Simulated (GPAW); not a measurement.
**Screening of a field by 1T-MnSTe monolayer**

How does 1T-MnSTe monolayer screen a perpendicular field?

Method: GPAW, PAW setups; layer in a repeated cell with vacuum, relaxation of atoms and in-plane cell, in the first sound run; inputs show where later runs differ, in GPAW 26.7.0.

This is a report of a sequence of runs, with most program output left out.

### 1. The structure

The cell holds 3 atoms: 1 Te, 1 Mn and 1 S. Its edges and angles: a = 3.555 Å, b = 3.555 Å, c = 20.761 Å, α = 90.0°, β = 90.0°, γ = 120.0°. Vacuum lies along c.

### 2. Relaxing the atoms

Forces are removed first; all later runs use this geometry.

Input file run.py:

```python
import json
import numpy as np
from ase import Atoms
from ase.filters import FrechetCellFilter
from ase.optimize import BFGS
from gpaw import GPAW, PW

slab = Atoms(
    ['Te', 'Mn', 'S'],
    positions=[
        [1.77760, 1.02630, 9.00000],
        [0.00000, 0.00000, 10.67769],
        [-0.00000, 2.05260, 11.76115]],
    cell=[[3.5552, 0.0, 0.0], [-1.7776, 3.0789, 0.0], [0.0, 0.0, 20.7612]],
    pbc=[True, True, True],
    magmoms=[0.0, 4.0, 0.0])

slab.calc = GPAW(mode=PW(600), xc='PBE', kpts={'size': (9, 9, 1), 'gamma': True},
                 occupations={'name': 'fermi-dirac', 'width': 0.05}, nbands='160%',
                 convergence={'density': 1e-05}, maxiter=200,
                 symmetry={'tolerance': 1e-3}, txt='slab.txt')
result = {}
# The in-plane cell is free; stress needs a cell that repeats along all three vectors
path = []
opt = BFGS(FrechetCellFilter(slab, mask=[1, 1, 0, 0, 0, 1]), maxstep=0.2)
opt.attach(lambda: path.append((slab.get_potential_energy(), slab.positions.tolist(), slab.get_forces().tolist())))
result['relaxed'] = bool(opt.run(fmax=0.02, steps=45))
result['path'] = path
result['cell'] = slab.cell.tolist()
print('in-plane lattice', slab.cell.cellpar().round(4)[[0, 1, 5]])
energy = slab.get_potential_energy()
fermi = slab.calc.get_fermi_level()
v = slab.calc.get_electrostatic_potential().mean((0, 1)) - fermi
n = slab.calc.get_pseudo_density().mean((0, 1))
L = slab.cell[2, 2]
z = np.arange(len(v)) * L / len(v)
low, high = slab.positions[:, 2].min(), slab.positions[:, 2].max()
below, above = np.interp([low - 6.8, high + 6.8], z, v)
slopes = [np.interp(x, z, np.gradient(v, z)) for x in (low - 6.8, high + 6.8)]
eps = np.array([[slab.calc.get_eigenvalues(k, s) for k in range(len(slab.calc.get_ibz_k_points()))]
                for s in range(slab.calc.get_number_of_spins())]) - fermi
top, bottom = eps[eps < 0].max(), eps[eps > 0].min()
dipole = slab.get_dipole_moment()[2]
print(f'energy {energy:.4f} eV, Fermi level {fermi:.4f} eV, dipole {dipole:.5f} e A')
print(f'potential 6.8 A off the faces, from the Fermi level: lower {below:.4f} eV, upper {above:.4f} eV')
print(f'slope of the potential there: lower {slopes[0]:.5f}, upper {slopes[1]:.5f} eV/A')
print(f'nearest levels on the mesh: {top:.4f} and {bottom:.4f} eV')
print('magnetic moment', round(slab.get_magnetic_moment(), 3))
result.update(energy=energy, fermi=fermi, dipole=dipole, below=below, above=above, slopes=slopes, edges=[top, bottom],
              z=z.tolist(), v=v.tolist(), n=n.tolist(), positions=slab.positions.tolist(),
              forces=slab.get_forces(apply_constraint=False).tolist(), moments=slab.get_magnetic_moments().tolist())
json.dump(result, open('result.json', 'w'))
```

On the command line:

```sh
OMP_NUM_THREADS=1 OPENBLAS_NUM_THREADS=1 python run.py
```

The job ended after 14 min (1 thread of Arm Neoverse V2, shared host; peak memory 0.48 GiB).

Numbers from this step:

```
dipole along the normal                    : -0.08825 e·Å
levels nearest the Fermi level on the mesh : -0.01886, 0.04638 eV from the Fermi level
site moments                               : -0.07782, 2.953, -3.69e-4 μB
sum of the site moments                    : 2.874 μB
```

Electrostatic potential energy of an electron (without an applied field's), less the Fermi level, planar mean against z:

| z (Å) | electrostatic potential energy of an electron (without an applied field's), less the Fermi level, planar mean (eV) |
| --- | --- |
| 0.0 | 4.97 |
| 0.5 | 4.93 |
| 1.0 | 4.90 |
| 1.5 | 4.86 |
| 2.0 | 4.83 |
| 2.5 | 4.79 |
| 3.0 | 4.76 |
| 3.5 | 4.72 |
| 4.0 | 4.69 |
| 4.5 | 4.65 |
| 5.0 | 4.62 |
| 5.5 | 4.58 |
| 6.0 | 4.53 |
| 6.5 | 4.44 |
| 7.0 | 4.19 |
| 7.5 | 3.26 |
| 8.0 | -0.267 |
| 8.5 | -11.3 |
| 9.0 | -20.7 |
| 9.5 | -8.64 |
| 10.0 | -3.81 |
| 10.5 | -9.26 |
| 11.0 | -8.64 |
| 11.5 | -10.6 |
| 12.0 | -12.1 |
| 12.5 | 0.459 |
| 13.0 | 4.42 |
| 13.5 | 5.25 |
| 14.0 | 5.39 |
| 14.5 | 5.40 |
| 15.0 | 5.37 |
| 15.5 | 5.34 |
| 16.0 | 5.31 |
| 16.5 | 5.27 |
| 17.0 | 5.23 |
| 17.5 | 5.20 |
| 18.0 | 5.16 |
| 18.5 | 5.13 |
| 19.0 | 5.09 |
| 19.5 | 5.06 |
| 20.0 | 5.02 |
| 20.5 | 4.99 |

Pseudo valence density, planar mean against z:

| z (Å) | pseudo valence density, planar mean (e/Å³) |
| --- | --- |
| 5 | 4.8e-5 |
| 6 | 7.8e-4 |
| 7 | 0.0130 |
| 8 | 0.172 |
| 9 | 0.116 |
| 10 | 0.367 |
| 11 | 1.08 |
| 12 | 0.344 |
| 13 | 0.0592 |
| 14 | 0.00260 |
| 15 | 1.3e-4 |

Site moment by atom:

| atom | site moment (μB) |
| --- | --- |
| Te1 | -0.08 |
| Mn2 | 2.95 |
| S3 | 0.00 |

The relaxation lowered the energy of the cell by 0.0299 eV (energies extrapolated to zero smearing; the optimiser's log prints free energies). The largest force left on a free atom is 0.018 eV/Å.

### 3. The slab's potential

With the geometry fixed, the planar mean of the potential gives the vacuum level on each side.

This step: GPAW, PAW setups; slab in vacuum (GPAW 26.7.0).

The cell differs from the one that the last finished run ended in (c 20.761 → 20.887 Å).

Changes to run.py since step 2:

```diff
@@ -3,4 +3,2 @@
 from ase import Atoms
-from ase.filters import FrechetCellFilter
-from ase.optimize import BFGS
 from gpaw import GPAW, PW
@@ -10,22 +8,15 @@
     positions=[
-        [1.77760, 1.02630, 9.00000],
-        [0.00000, 0.00000, 10.67769],
-        [-0.00000, 2.05260, 11.76115]],
-    cell=[[3.5552, 0.0, 0.0], [-1.7776, 3.0789, 0.0], [0.0, 0.0, 20.7612]],
-    pbc=[True, True, True],
+        [1.77321, 1.02377, 9.00000],
+        [0.00000, -0.00000, 10.73927],
+        [-0.00000, 2.04753, 11.88727]],
+    cell=[[3.54642, 0.0, 0.0], [-1.77321, 3.0713, 0.0], [0.0, 0.0, 20.8873]],
+    pbc=[True, True, False],
     magmoms=[0.0, 4.0, 0.0])
 
-slab.calc = GPAW(mode=PW(600), xc='PBE', kpts={'size': (9, 9, 1), 'gamma': True},
+slab.calc = GPAW(mode=PW(400), xc='PBE', kpts={'size': (9, 9, 1), 'gamma': True},
                  occupations={'name': 'fermi-dirac', 'width': 0.05}, nbands='160%',
                  convergence={'density': 1e-05}, maxiter=200,
+                 poissonsolver={'dipolelayer': 'xy'},
                  symmetry={'tolerance': 1e-3}, txt='slab.txt')
 result = {}
-# The in-plane cell is free; stress needs a cell that repeats along all three vectors
-path = []
-opt = BFGS(FrechetCellFilter(slab, mask=[1, 1, 0, 0, 0, 1]), maxstep=0.2)
-opt.attach(lambda: path.append((slab.get_potential_energy(), slab.positions.tolist(), slab.get_forces().tolist())))
-result['relaxed'] = bool(opt.run(fmax=0.02, steps=45))
-result['path'] = path
-result['cell'] = slab.cell.tolist()
-print('in-plane lattice', slab.cell.cellpar().round(4)[[0, 1, 5]])
 energy = slab.get_potential_energy()
```

The job ended after 67 s (1 thread; peak memory 0.25 GiB).

Numbers from this step:

```yaml
dipole_along_the_normal: -0.06606 e·Å
levels_nearest_the_fermi_level_on_the_mesh: -0.01938, 0.04520 eV from the Fermi level
upper_work_function: 5.529 eV
lower_work_function: 4.437 eV
site_moments: -0.07721, 2.951, -5.77e-4 μB
sum_of_the_site_moments: 2.873 μB
```

The electrostatic potential energy of an electron (without an applied field's), less the Fermi level, planar mean by z:

z (Å), electrostatic potential energy of an electron (without an applied field's), less the Fermi level, planar mean (eV) and a bar from the least value:
```
      0.0        5.0 #############################
      0.5        4.4 #############################
      1.0        4.4 #############################
      1.5        4.4 #############################
      2.0        4.4 #############################
      2.5        4.4 #############################
      3.0        4.4 #############################
      3.5        4.4 #############################
      4.0        4.4 #############################
      4.5        4.4 #############################
      5.0        4.4 #############################
      5.5        4.4 #############################
      6.0        4.4 #############################
      6.5        4.4 #############################
      7.0        4.2 ############################
      7.5        3.4 ############################
      8.0        0.5 ########################
      8.5       -9.4 #############
      9.0      -20.7 
      9.5      -10.2 ############
     10.0       -3.7 ###################
     10.5       -8.5 ##############
     11.0       -9.2 #############
     11.5       -9.5 #############
     12.0      -13.6 ########
     12.5       -0.6 #######################
     13.0        4.2 #############################
     13.5        5.3 ##############################
     14.0        5.5 ##############################
     14.5        5.5 ##############################
     15.0        5.5 ##############################
     15.5        5.5 ##############################
     16.0        5.5 ##############################
     16.5        5.5 ##############################
     17.0        5.5 ##############################
     17.5        5.5 ##############################
     18.0        5.5 ##############################
     18.5        5.5 ##############################
     19.0        5.5 ##############################
     19.5        5.5 ##############################
     20.0        5.5 ##############################
     20.5        5.5 ##############################
```

Table of pseudo valence density, planar mean by z:

| z (Å) | pseudo valence density, planar mean (e/Å³) |
| --- | --- |
| 5 | 4.5e-5 |
| 6 | 6.8e-4 |
| 7 | 0.0109 |
| 8 | 0.152 |
| 9 | 0.120 |
| 10 | 0.338 |
| 11 | 1.23 |
| 12 | 0.343 |
| 13 | 0.0703 |
| 14 | 0.00323 |
| 15 | 1.5e-4 |

The potential is flat to 7.0e-5 eV/Å where it is read, so the vacuum is wide enough.

### 4. Field on

A uniform field along the normal polarises the slab; the atoms stay fixed, so this is the electronic response alone.

Changes to run.py since step 3:

```diff
@@ -4,2 +4,3 @@
 from gpaw import GPAW, PW
+from gpaw.external import ConstantElectricField
 
@@ -19,2 +20,3 @@
                  poissonsolver={'dipolelayer': 'xy'},
+                 external=ConstantElectricField(-0.2, [0, 0, 1]),
                  symmetry={'tolerance': 1e-3}, txt='slab.txt')
```

Wall time 4.2 min (1 thread); peak memory 0.38 GiB.

This step gave:

```yaml
dipole_along_the_normal: -0.1291 e·Å
levels_nearest_the_fermi_level_on_the_mesh: -0.01715, 0.04518 eV from the Fermi level
site_moments: -0.07890, 2.952, 1.03e-4 μB
potential_below_the_slab_the_applied_field_s_own_ramp_left_out: 3.875 eV from the Fermi level
potential_above_the_slab_the_applied_field_s_own_ramp_left_out: 6.019 eV from the Fermi level
```

Electrostatic potential energy of an electron (without an applied field's), less the Fermi level, planar mean against z:

z (Å), electrostatic potential energy of an electron (without an applied field's), less the Fermi level, planar mean (eV) and a bar from the least value:
```
        0        4.9 #############################
        1        3.9 ############################
        2        3.9 ############################
        3        3.9 ############################
        4        3.9 ############################
        5        3.9 ############################
        6        3.9 ############################
        7        3.6 ###########################
        8        0.0 #######################
        9      -21.0 
       10       -3.8 ###################
       11       -9.1 #############
       12      -13.3 #########
       13        4.7 ############################
       14        6.0 ##############################
       15        6.0 ##############################
       16        6.0 ##############################
       17        6.0 ##############################
       18        6.0 ##############################
       19        6.0 ##############################
       20        6.0 ##############################
```

Site moment by atom:

| atom | site moment (μB) |
| --- | --- |
| Te1 | -0.08 |
| Mn2 | 2.95 |
| S3 | 0.00 |

The dipole is now -0.129 e Å, against -0.066 in the run without a field.

### 5. Field on

Changes to run.py since step 4:

```diff
@@ -20,3 +20,3 @@
                  poissonsolver={'dipolelayer': 'xy'},
-                 external=ConstantElectricField(-0.2, [0, 0, 1]),
+                 external=ConstantElectricField(-0.1, [0, 0, 1]),
                  symmetry={'tolerance': 1e-3}, txt='slab.txt')
```

Run time: 4.1 min. Hardware: 1 thread; peak memory 0.38 GiB.

Numbers from this step:

| Property | Result |
| --- | --- |
| dipole along the normal | -0.09742 e·Å |
| levels nearest the Fermi level on the mesh | -0.01814, 0.04481 eV from the Fermi level |
| site moments | -0.07807, 2.951, -2.44e-4 μB |
| potential below the slab, the applied field's own ramp left out | 4.155 eV from the Fermi level |
| potential above the slab, the applied field's own ramp left out | 5.774 eV from the Fermi level |

Table of electrostatic potential energy of an electron (without an applied field's), less the Fermi level, planar mean by z:

| z (Å) | electrostatic potential energy of an electron (without an applied field's), less the Fermi level, planar mean (eV) |
| --- | --- |
| 0.0 | 4.96 |
| 0.5 | 4.16 |
| 1.0 | 4.16 |
| 1.5 | 4.16 |
| 2.0 | 4.16 |
| 2.5 | 4.16 |
| 3.0 | 4.16 |
| 3.5 | 4.16 |
| 4.0 | 4.16 |
| 4.5 | 4.16 |
| 5.0 | 4.15 |
| 5.5 | 4.15 |
| 6.0 | 4.14 |
| 6.5 | 4.10 |
| 7.0 | 3.91 |
| 7.5 | 3.16 |
| 8.0 | 0.231 |
| 8.5 | -9.58 |
| 9.0 | -20.9 |
| 9.5 | -10.3 |
| 10.0 | -3.71 |
| 10.5 | -8.53 |
| 11.0 | -9.11 |
| 11.5 | -9.35 |
| 12.0 | -13.4 |
| 12.5 | -0.364 |
| 13.0 | 4.44 |
| 13.5 | 5.49 |
| 14.0 | 5.71 |
| 14.5 | 5.76 |
| 15.0 | 5.77 |
| 15.5 | 5.77 |
| 16.0 | 5.77 |
| 16.5 | 5.77 |
| 17.0 | 5.77 |
| 17.5 | 5.77 |
| 18.0 | 5.77 |
| 18.5 | 5.77 |
| 19.0 | 5.77 |
| 19.5 | 5.77 |
| 20.0 | 5.77 |
| 20.5 | 5.72 |

The dipole is now -0.0974 e Å, against -0.066 in the run without a field.

### 6. In a field

Changes to run.py since step 5:

```diff
@@ -20,3 +20,3 @@
                  poissonsolver={'dipolelayer': 'xy'},
-                 external=ConstantElectricField(-0.1, [0, 0, 1]),
+                 external=ConstantElectricField(-0.05, [0, 0, 1]),
                  symmetry={'tolerance': 1e-3}, txt='slab.txt')
```

The job ended after 3.9 min (1 thread; peak memory 0.38 GiB).

Electrostatic potential energy of an electron (without an applied field's), less the Fermi level, planar mean against z:

| z (Å) | electrostatic potential energy of an electron (without an applied field's), less the Fermi level, planar mean (eV) |
| --- | --- |
| 0.0 | 4.97 |
| 0.5 | 4.30 |
| 1.0 | 4.30 |
| 1.5 | 4.30 |
| 2.0 | 4.30 |
| 2.5 | 4.30 |
| 3.0 | 4.30 |
| 3.5 | 4.30 |
| 4.0 | 4.30 |
| 4.5 | 4.30 |
| 5.0 | 4.30 |
| 5.5 | 4.29 |
| 6.0 | 4.28 |
| 6.5 | 4.23 |
| 7.0 | 4.05 |
| 7.5 | 3.29 |
| 8.0 | 0.345 |
| 8.5 | -9.49 |
| 9.0 | -20.8 |
| 9.5 | -10.3 |
| 10.0 | -3.69 |
| 10.5 | -8.53 |
| 11.0 | -9.14 |
| 11.5 | -9.41 |
| 12.0 | -13.5 |
| 12.5 | -0.461 |
| 13.0 | 4.33 |
| 13.5 | 5.37 |
| 14.0 | 5.59 |
| 14.5 | 5.64 |
| 15.0 | 5.65 |
| 15.5 | 5.65 |
| 16.0 | 5.65 |
| 16.5 | 5.65 |
| 17.0 | 5.65 |
| 17.5 | 5.65 |
| 18.0 | 5.65 |
| 18.5 | 5.65 |
| 19.0 | 5.65 |
| 19.5 | 5.65 |
| 20.0 | 5.65 |
| 20.5 | 5.61 |

### 7. Field on

Changes to run.py since step 6:

```diff
@@ -20,3 +20,3 @@
                  poissonsolver={'dipolelayer': 'xy'},
-                 external=ConstantElectricField(-0.05, [0, 0, 1]),
+                 external=ConstantElectricField(0.05, [0, 0, 1]),
                  symmetry={'tolerance': 1e-3}, txt='slab.txt')
```

Run time: 4.1 min. Hardware: 1 thread; peak memory 0.39 GiB.

### 8. In a field

Changes to run.py since step 7:

```diff
@@ -20,3 +20,3 @@
                  poissonsolver={'dipolelayer': 'xy'},
-                 external=ConstantElectricField(0.05, [0, 0, 1]),
+                 external=ConstantElectricField(0.1, [0, 0, 1]),
                  symmetry={'tolerance': 1e-3}, txt='slab.txt')
```

The job ended after 4.2 min (1 thread; peak memory 0.39 GiB).

Electrostatic potential energy of an electron (without an applied field's), less the Fermi level, planar mean against z:

| z (Å) | electrostatic potential energy of an electron (without an applied field's), less the Fermi level, planar mean (eV) |
| --- | --- |
| 0 | 5.00 |
| 1 | 4.72 |
| 2 | 4.72 |
| 3 | 4.72 |
| 4 | 4.72 |
| 5 | 4.72 |
| 6 | 4.70 |
| 7 | 4.46 |
| 8 | 0.689 |
| 9 | -20.6 |
| 10 | -3.63 |
| 11 | -9.22 |
| 12 | -13.7 |
| 13 | 4.00 |
| 14 | 5.23 |
| 15 | 5.28 |
| 16 | 5.29 |
| 17 | 5.29 |
| 18 | 5.29 |
| 19 | 5.29 |
| 20 | 5.29 |

The dipole is now -0.0340 e Å, against -0.066 in the run without a field.

### 9. Field on

Changes to run.py since step 8:

```diff
@@ -20,3 +20,3 @@
                  poissonsolver={'dipolelayer': 'xy'},
-                 external=ConstantElectricField(0.1, [0, 0, 1]),
+                 external=ConstantElectricField(0.2, [0, 0, 1]),
                  symmetry={'tolerance': 1e-3}, txt='slab.txt')
```

The job ended after 4.2 min (1 thread; peak memory 0.39 GiB).

The dipole is now -0.00222 e Å, against -0.066 in the run without a field.

(Part 1 of 2 ends here.)

[Logs are printed without paths, hosts, clocks, repeated set-up lines and the standing remarks that a program may print on its own settings, such as how far it seeks lower states.]

[Hosts, paths, dates, database ids (printed as entryN), source tags and the programs' standing remarks are cut or masked in the printed files.]
